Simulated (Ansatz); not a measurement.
# What (KF)3(LiCl)1 [001] superlattice, started as rocksalt type distorts into, part 3 of 4

Wanted: the energy along a soft mode of (KF)3(LiCl)1 [001] superlattice, started as rocksalt type and the structure at the end.

Ansatz 0.2.0; DFT PBEsol, scalar-relativistic, plane waves, PAW.

So far. Step 4 (The mode frozen in, largest atomic shift 0.6 Å): The run ends at a pressure of 0.24 GPa, with forces up to 0.36 eV/Å. Step 5 (Energy along the mode, all amplitudes (two of the runs …): The lowest of the steps tried is the last one, at 0.6 Å, 23.6 meV/atom below the parent; the bottom of the well need not coincide with a step.

The structure was built from a prototype and need not be the compound's stable phase.

## (6) Relaxing from the distorted cell (continued)

ELF in the ac plane at fractional y = 0.000, with atoms of Cl and F and K within 0.2 Å of it. It is the smooth field of the valence electrons, not physical close to the nuclei.

Values, 24 rows by 14 columns, each cell a mean:
```
0.67 0.78 0.87 0.83 0.59 0.16 0.01 0.01 0.03 0.26 0.67 0.86 0.86 0.75
0.83 0.82 0.78 0.61 0.33 0.08 0.01 0.00 0.02 0.13 0.40 0.68 0.79 0.83
0.25 0.22 0.15 0.08 0.03 0.01 0.00 0.00 0.00 0.01 0.04 0.10 0.17 0.23
0.42 0.41 0.37 0.30 0.21 0.10 0.02 0.01 0.04 0.13 0.23 0.33 0.38 0.41
0.87 0.86 0.84 0.76 0.62 0.33 0.07 0.03 0.13 0.42 0.66 0.79 0.84 0.86
0.60 0.72 0.84 0.85 0.78 0.50 0.13 0.05 0.22 0.60 0.80 0.86 0.82 0.69
0.40 0.62 0.82 0.86 0.80 0.54 0.15 0.06 0.24 0.63 0.82 0.86 0.79 0.55
0.84 0.85 0.85 0.81 0.69 0.40 0.10 0.04 0.16 0.49 0.72 0.83 0.85 0.85
0.61 0.59 0.55 0.44 0.30 0.13 0.04 0.02 0.06 0.17 0.33 0.48 0.56 0.60
0.14 0.12 0.08 0.04 0.02 0.01 0.01 0.01 0.01 0.02 0.03 0.05 0.09 0.12
0.79 0.75 0.65 0.40 0.14 0.02 0.01 0.01 0.01 0.04 0.18 0.49 0.68 0.77
0.74 0.81 0.86 0.79 0.48 0.10 0.01 0.01 0.02 0.18 0.57 0.83 0.86 0.80
0.67 0.78 0.87 0.83 0.59 0.17 0.01 0.01 0.03 0.27 0.67 0.86 0.86 0.75
0.81 0.80 0.74 0.57 0.31 0.08 0.01 0.00 0.02 0.12 0.38 0.64 0.76 0.81
0.18 0.16 0.12 0.06 0.03 0.01 0.00 0.00 0.01 0.02 0.03 0.08 0.13 0.17
0.59 0.56 0.49 0.35 0.21 0.08 0.01 0.01 0.03 0.11 0.24 0.40 0.51 0.57
0.67 0.76 0.79 0.68 0.44 0.15 0.02 0.01 0.04 0.22 0.50 0.73 0.79 0.73
0.60 0.73 0.80 0.69 0.42 0.11 0.02 0.01 0.03 0.18 0.49 0.75 0.80 0.69
0.76 0.74 0.67 0.47 0.21 0.05 0.01 0.00 0.02 0.07 0.26 0.55 0.69 0.75
0.37 0.34 0.26 0.13 0.04 0.01 0.00 0.00 0.01 0.02 0.06 0.17 0.28 0.35
0.03 0.02 0.02 0.01 0.00 0.00 0.00 0.00 0.00 0.00 0.01 0.01 0.02 0.03
0.29 0.25 0.15 0.05 0.01 0.01 0.01 0.01 0.01 0.01 0.02 0.08 0.18 0.26
0.83 0.81 0.72 0.45 0.15 0.03 0.01 0.01 0.01 0.04 0.20 0.56 0.75 0.82
0.74 0.82 0.86 0.78 0.47 0.10 0.01 0.01 0.02 0.17 0.56 0.83 0.86 0.80
```
Columns run along a (3.6 Å), rows up along c (12.3 Å). Atoms in or near the plane, at fractional coordinates: Cl at (0.00, 0.74), F at (0.00, 0.28), K at (0.00, 0.99), K at (0.00, 0.49).

The distorted start has space group P4mm; the relaxation ends in P4mm.

## (7) The new phase in its own primitive cell

The relaxed structure is symmetrised, reduced to its primitive cell and relaxed tightly, as its phonons need.

File input.yaml:

```yaml
crystal:
  lattice:
    - [3.6028211027, 0.0, 0.0]
    - [0.0, 3.6028211027, 0.0]
    - [0.0, 0.0, 12.269315482]
  atoms:
    - { symbol: Cl, position: [0.0, 0.0, 0.7350482148] }
    - { symbol: F, position: [0.5, 0.5, 0.0323350551] }
    - { symbol: F, position: [0.0, 0.0, 0.2788373894] }
    - { symbol: F, position: [0.5, 0.5, 0.5343321185] }
    - { symbol: K, position: [0.0, 0.0, 0.9872351404] }
    - { symbol: K, position: [0.5, 0.5, 0.2383741056] }
    - { symbol: K, position: [0.0, 0.0, 0.4879002552] }
    - { symbol: Li, position: [0.5, 0.5, 0.6829192289] }
kpoints:
  mp_grid: { grid: [6, 6, 2] }
hamiltonian:
  xc: pbesol
scf:
  occupations: { method: fixed }
output:
  forces: true
  stress: true
  eigenvalues: true
relax:
  adjacent_minimum: "off"
  f_tol: 0.001
  max_steps: 60
  cell: { stress_tol: 0.01 }
```

The run is started by

```console
$ ansatz run input.yaml --threads 4 --pin off --max-ram 14336MiB --backend cpu --events-out ev --progress --plain --runs-dir out
```

Numbers of over 12 decimals in the logs are rounded to 6 here.

The program printed:

```text
[...]
Crystal: 8 atoms, lattice volume = 159.260 Å³
Basis set: ecut = 420 eV, 3105 PW (Γ), exchange–correlation on 50×50×180 points (8 copies of the dense FFT grid, shifted against one another)
Bands: 37, of which v1, the nominal top of the filled ones, is band 29 counted from 1 (28 counted from 0)
Symmetry: 8 space group operations
[...]
k-points: 20 of 72
[...]
- [0, 3.601780, 0]
    - [1.4190772286662848e-18, 0, 12.278138]
  atoms:
    - { symbol: Cl, position: [0, 0, 0.735049] }
    - { symbol: F, position: [0.5, 0.5, 0.032329] }
    - { symbol: F, position: [0, 0, 0.278980] }
    - { symbol: F, position: [0.5, 0.5, 0.534410] }
    - { symbol: K, position: [-1.1319041157421154e-19, 0, 0.987064] }
    - { symbol: K, position: [0.5, 0.5, 0.238308] }
    - { symbol: K, position: [0, 0, 0.487940] }
    - { symbol: Li, position: [0.5, 0.5, 0.682902] }
[key lines of the parts left out:]
SCF converged after 6 iterations
Free energy (F): -8224.712174 eV
Fermi energy:    1.596614 eV
P = ⅓ Tr σ = -0.0001 GPa (-0.001 kbar)
```

The job ended after 18 s (4 threads of Intel Xeon Platinum 8375C at 2.90GHz (Ice Lake), shared host; peak memory 0.57 GiB; 65 s of CPU time).

Little changed from the start: no atom moved by 0.005 Å and no cell edge by 0.1 %.

A gap read on the k-mesh alone can miss the band edges.

This step gave:

| Item | Value |
| --- | --- |
| pressure | -1.14e-4 GPa |
| gap on the k-mesh | 4.985 eV |
| direct gap on mesh | 5.250 eV |

The largest force component left is 0.47 meV/Å and the pressure is 0.000 GPa, within the tolerances set. The cell now holds 19.91 Å³/atom.

## (8) Modes of the new phase, k-mesh 6×6×2

A relaxed structure may still be a saddle point, so its zone-centre modes are computed. The response to a homogeneous field gives the Born charges and the dielectric tensor, and its change with displacement the Raman tensors.

File input.yaml:

```yaml
crystal:
  lattice:
    - [3.6017802983, 0.0, 0.0]
    - [0.0, 3.6017802983, 0.0]
    - [0.0, 0.0, 12.278138474]
  atoms:
    - { symbol: Cl, position: [0.0, 0.0, 0.7350486304] }
    - { symbol: F, position: [0.5, 0.5, 0.0323292689] }
    - { symbol: F, position: [0.0, 0.0, 0.2789798605] }
    - { symbol: F, position: [0.5, 0.5, 0.5344097513] }
    - { symbol: K, position: [0.0, 0.0, 0.9870640665] }
    - { symbol: K, position: [0.5, 0.5, 0.2383076377] }
    - { symbol: K, position: [0.0, 0.0, 0.4879403466] }
    - { symbol: Li, position: [0.5, 0.5, 0.6829019459] }
kpoints:
  mp_grid: { grid: [6, 6, 2] }
hamiltonian:
  xc: pbesol
scf:
  occupations: { method: fixed }
output:
  eigenvalues: true
phonons:
  method: dfpt
  dielectric: true
  rigid_motions: translations
  raman: true
```

The program printed:

```text
[...]
Crystal: 8 atoms, lattice volume = 159.282 Å³
Basis set: ecut = 420 eV, 3105 PW (Γ), exchange–correlation on 50×50×180 points (8 copies of the dense FFT grid, shifted against one another)
Bands: 37, of which v1, the nominal top of the filled ones, is band 29 counted from 1 (28 counted from 0)
Symmetry: 8 space group operations
k-points: 32 of 72 (irreducible under 2 space group operations, time reversal used)
[...]
SCF iter   1: F=—  HF=-8224.740231 eV  |F-HF|=—  |Δ(HF+E_count)|=         —  Δρ=8.88e-3  dr2=9.37e-2  ethr=1.77e-3  ⟨swp⟩=4.9  Hψ=4580  notcnv=0  defer=174
[...]
SCF iter  11: F=-8224.712174 eV  HF=-8224.712174 eV  |F-HF|=7.28e-11  |Δ(HF+E_count)|=  1.06e-10  Δρ=1.53e-7  dr2=3.78e-11  ethr=1.00e-12  ⟨swp⟩=12.6  Hψ=8233  notcnv=0
SCF 1 converged in 11 iterations: F = -8224.712174 eV  dr2 = 3.78e-11
[...]
Bands: 30, of which v1, the nominal top of the filled ones, is band 29 counted from 1 (28 counted from 0)
k-points: 6 of 72 (time reversal used)
[...]
Eigensolver: Dense (6 Hₖ)
SCF iter   1: F=—  HF=-8224.607250 eV  |F-HF|=—  |Δ(HF+E_count)|=         —  Δρ=5.57e-4  dr2=1.27e-4  ethr=1.00e-1
[...]
SCF iter   8: F=-8224.607313 eV  HF=-8224.607313 eV  |F-HF|=6.73e-11  |Δ(HF+E_count)|=  9.08e-10  Δρ=9.64e-8  dr2=2.43e-11  ethr=1.00e-12
SCF 1 converged in 8 iterations: F = -8224.607313 eV  dr2 = 2.43e-11
[...]
SCF converged after 11 iterations
Free energy (F): -8224.712174 eV
[...]
Internal energy: -8224.712174 eV  (E = F + TS)
E sigma→0 (E₀):  -8224.712174 eV
Fermi energy:    1.596613 eV
[...]
--- Band table (eV; the first three rows and the last of 32) ---
  k-point 0: bands = [... 25 lower, 0.8001, 0.8001, 1.3316, 1.3316, 6.5818, 7.7706, 8.3237, 9.2798, ... 4 higher]
  k-point 1: bands = [... 25 lower, 0.8002, 0.8002, 1.3316, 1.3316, 6.9416, 7.1056, 8.8331, 9.3226, ... 4 higher]
  k-point 2: bands = [... 25 lower, 0.7016, 0.7253, 0.8301, 1.3917, 7.0954, 8.0905, 8.6878, 9.6751, ... 4 higher]
  k-point 31: bands = [... 25 lower, 0.5894, 0.5969, 0.5969, 1.0036, 8.7720, 9.5541, 9.5541, 9.6861, ... 4 higher]
[...]
ASR residual: 5.200e-4 → 0.000e0 eV/Å²; symmetrization residual: 3.199e-6 eV/Å²
[...]
ε∞ (high-frequency dielectric tensor):
        2.146531     0.000000    -0.000000
        0.000000     2.146531     0.000000
       -0.000000     0.000000     2.068617
  ε⁰ (static dielectric tensor: ions relaxed, cell fixed):
       10.569116    -0.000000     0.000000
       -0.000000    10.569116     0.000000
        0.000000     0.000000     4.923712
  ε⁰ − ε∞ (ionic part):
        8.422585    -0.000000     0.000000
       -0.000000     8.422585     0.000000
        0.000000     0.000000     2.855095
[...]
Born effective charges Z* (e; rows j = field, columns β = displacement):
    site 0:
        -1.16025    0.00000    0.00000
         0.00000   -1.16025    0.00000
         0.00000    0.00000   -0.84194
    site 1:
        -1.16558    0.00000   -0.00000
         0.00000   -1.16558    0.00000
         0.00000    0.00000   -1.12706
    site 2:
        -1.16338    0.00000    0.00000
         0.00000   -1.16338    0.00000
        -0.00000    0.00000   -1.14303
    site 3:
        -1.16507    0.00000    0.00000
         0.00000   -1.16507    0.00000
         0.00000    0.00000   -1.03817
    site 4:
         1.16769    0.00000   -0.00000
         0.00000    1.16769    0.00000
        -0.00000    0.00000    1.09666
    site 5:
         1.15712    0.00000   -0.00000
         0.00000    1.15712    0.00000
        -0.00000    0.00000    1.13261
    site 6:
         1.11522    0.00000   -0.00000
         0.00000    1.11522    0.00000
        -0.00000    0.00000    1.17601
    site 7:
         1.21425    0.00000   -0.00000
         0.00000    1.21425    0.00000
        -0.00000    0.00000    0.74492
  Z* charge neutrality: 1.228e-2 e pre-enforcement
  solved inside a basis spanned on kpoints, on 6×6×2 k-points: ε∞ is read to err by 9.8e-3, Z* by 1.2e-2 e (field_mesh: kpoints solves on kpoints); Z* is corrected for what the basis lacks
[...]
optical modes at Γ without the LO–TO term, one row a degenerate level:
      ω (cm⁻¹)  modes    IR ((D/Å)²/amu)  static Raman (Å⁴/amu)  depolarisation
         27.89      2             0.0284                 0.0000               —
         50.29      2             0.0771                 0.0003           0.750
         68.97      2             2.6583                 0.0183           0.750
         89.32      1             0.3733                 0.0143           0.329
        120.44      1             0.1918                 0.0504           0.012
        160.60      2             5.7397                 0.0348           0.750
        181.53      1             2.4664                 0.6272           0.230
        195.48      2             5.2916                 0.3587           0.750
        208.76      2             5.3777                 0.2103           0.750
        212.58      1             0.0097                 0.0176           0.108
        216.35      2             6.9227                 0.0274           0.750
        230.11      1             3.6349                 0.1695           0.566
        260.63      1             0.0101                 0.0268           0.001
        500.35      1             2.3404                 0.4019           0.042
  optical modes at Γ + LO–TO along q̂ = [1.0000, 0.0000, 0.0000]:
      ω (cm⁻¹)  modes    IR ((D/Å)²/amu)  static Raman (Å⁴/amu)  depolarisation
         27.89      1             0.0142                 0.0000               —
         28.19      1             0.0005                 0.0000               —
         50.29      1             0.0386                 0.0002           0.750
         50.63      1             0.0008                 0.0003           0.750
         68.97      1             1.3291                 0.0091           0.750
         84.69      1             0.1048                 0.0244           0.750
         89.32      1             0.3733                 0.0143           0.329
        120.44      1             0.1918                 0.0504           0.012
        160.60      1             2.8699                 0.0174           0.750
        171.49      1             0.0915                 0.1375           0.750
        181.53      1             2.4664                 0.6272           0.230
        195.48      1             2.6458                 0.1794           0.750
        200.73      1             0.0269                 0.0140           0.750
        208.76      1             2.6889                 0.1051           0.750
        212.51      1             0.0106                 0.0341           0.750
        212.58      1             0.0097                 0.0176           0.108
        216.35      1             3.4614                 0.0137           0.750
        230.11      1             3.6349                 0.1695           0.566
        260.63      1             0.0101                 0.0268           0.001
        344.18      1            12.8126                 0.0893           0.750
        500.35      1             2.3404                 0.4019           0.042
  optical modes at Γ + LO–TO along q̂ = [0.0000, 1.0000, 0.0000]:
      ω (cm⁻¹)  modes    IR ((D/Å)²/amu)  static Raman (Å⁴/amu)  depolarisation
         27.89      1             0.0142                 0.0000               —
         28.19      1             0.0005                 0.0000               —
         50.29      1             0.0386                 0.0002           0.750
         50.63      1             0.0008                 0.0003           0.750
         68.97      1             1.3291                 0.0091           0.750
         84.69      1             0.1048                 0.0244           0.750
         89.32      1             0.3733                 0.0143           0.329
        120.44      1             0.1918                 0.0504           0.012
        160.60      1             2.8699                 0.0174           0.750
        171.49      1             0.0915                 0.1375           0.750
[...]
optical modes at Γ + LO–TO along q̂ = [0.0000, 0.0000, 1.0000]:
      ω (cm⁻¹)  modes    IR ((D/Å)²/amu)  static Raman (Å⁴/amu)  depolarisation
         27.89      2             0.0284                 0.0000               —
[...]
68.97      2             2.6583                 0.0183           0.750
         94.60      1             0.0584                 0.0140           0.014
        122.72      1             0.0372                 0.1057           0.081
        160.60      2             5.7397                 0.0348           0.750
        195.48      2             5.2916                 0.3587           0.750
        197.47      1             0.2737                 0.3466           0.056
        208.76      2             5.3777                 0.2103           0.750
        212.63      1             0.0013                 0.0113           0.114
        216.35      2             6.9227                 0.0274           0.750
        260.51      1             0.0097                 0.0264           0.023
        291.76      1             5.1373                 0.0552           0.638
        518.73      1             3.5090                 0.5815           0.000
```

Run time: 2.9 min. Hardware: 4 threads; peak memory 1.9 GiB.

This step gave:

```yaml
sum_rule_residual_before_enforcement: 5.20e-4 eV/Å²
miss_of_the_charge_sum_rule: 0.01228 e
estimated_error_of_the_dielectric_tensor: 0.009792
estimated_error_of_the_born_charges: 0.01194 e
point_group: 4mm
highest_optical_mode_at_the_zone_centre_no_lo_to_term: 500.4 cm⁻¹
lowest_optical_zone_centre_mode: 27.89 cm⁻¹
mean_high_frequency_dielectric_constant: 2.121
largest_born_charge_third_of_the_trace: -1.157 e
mean_static_dielectric_constant: 8.687
top_of_the_zone_centre_spectrum_with_the_field: 518.7 cm⁻¹
```

(Part 3 of 4 ends here.)

[Logs are printed without paths, hosts, clocks, repeated set-up lines and the standing remarks that a program may print on its own settings, such as how far it seeks lower states.]

[Hosts, paths, dates, database ids (printed as entryN), source tags and the programs' standing remarks are cut or masked in the printed files.]
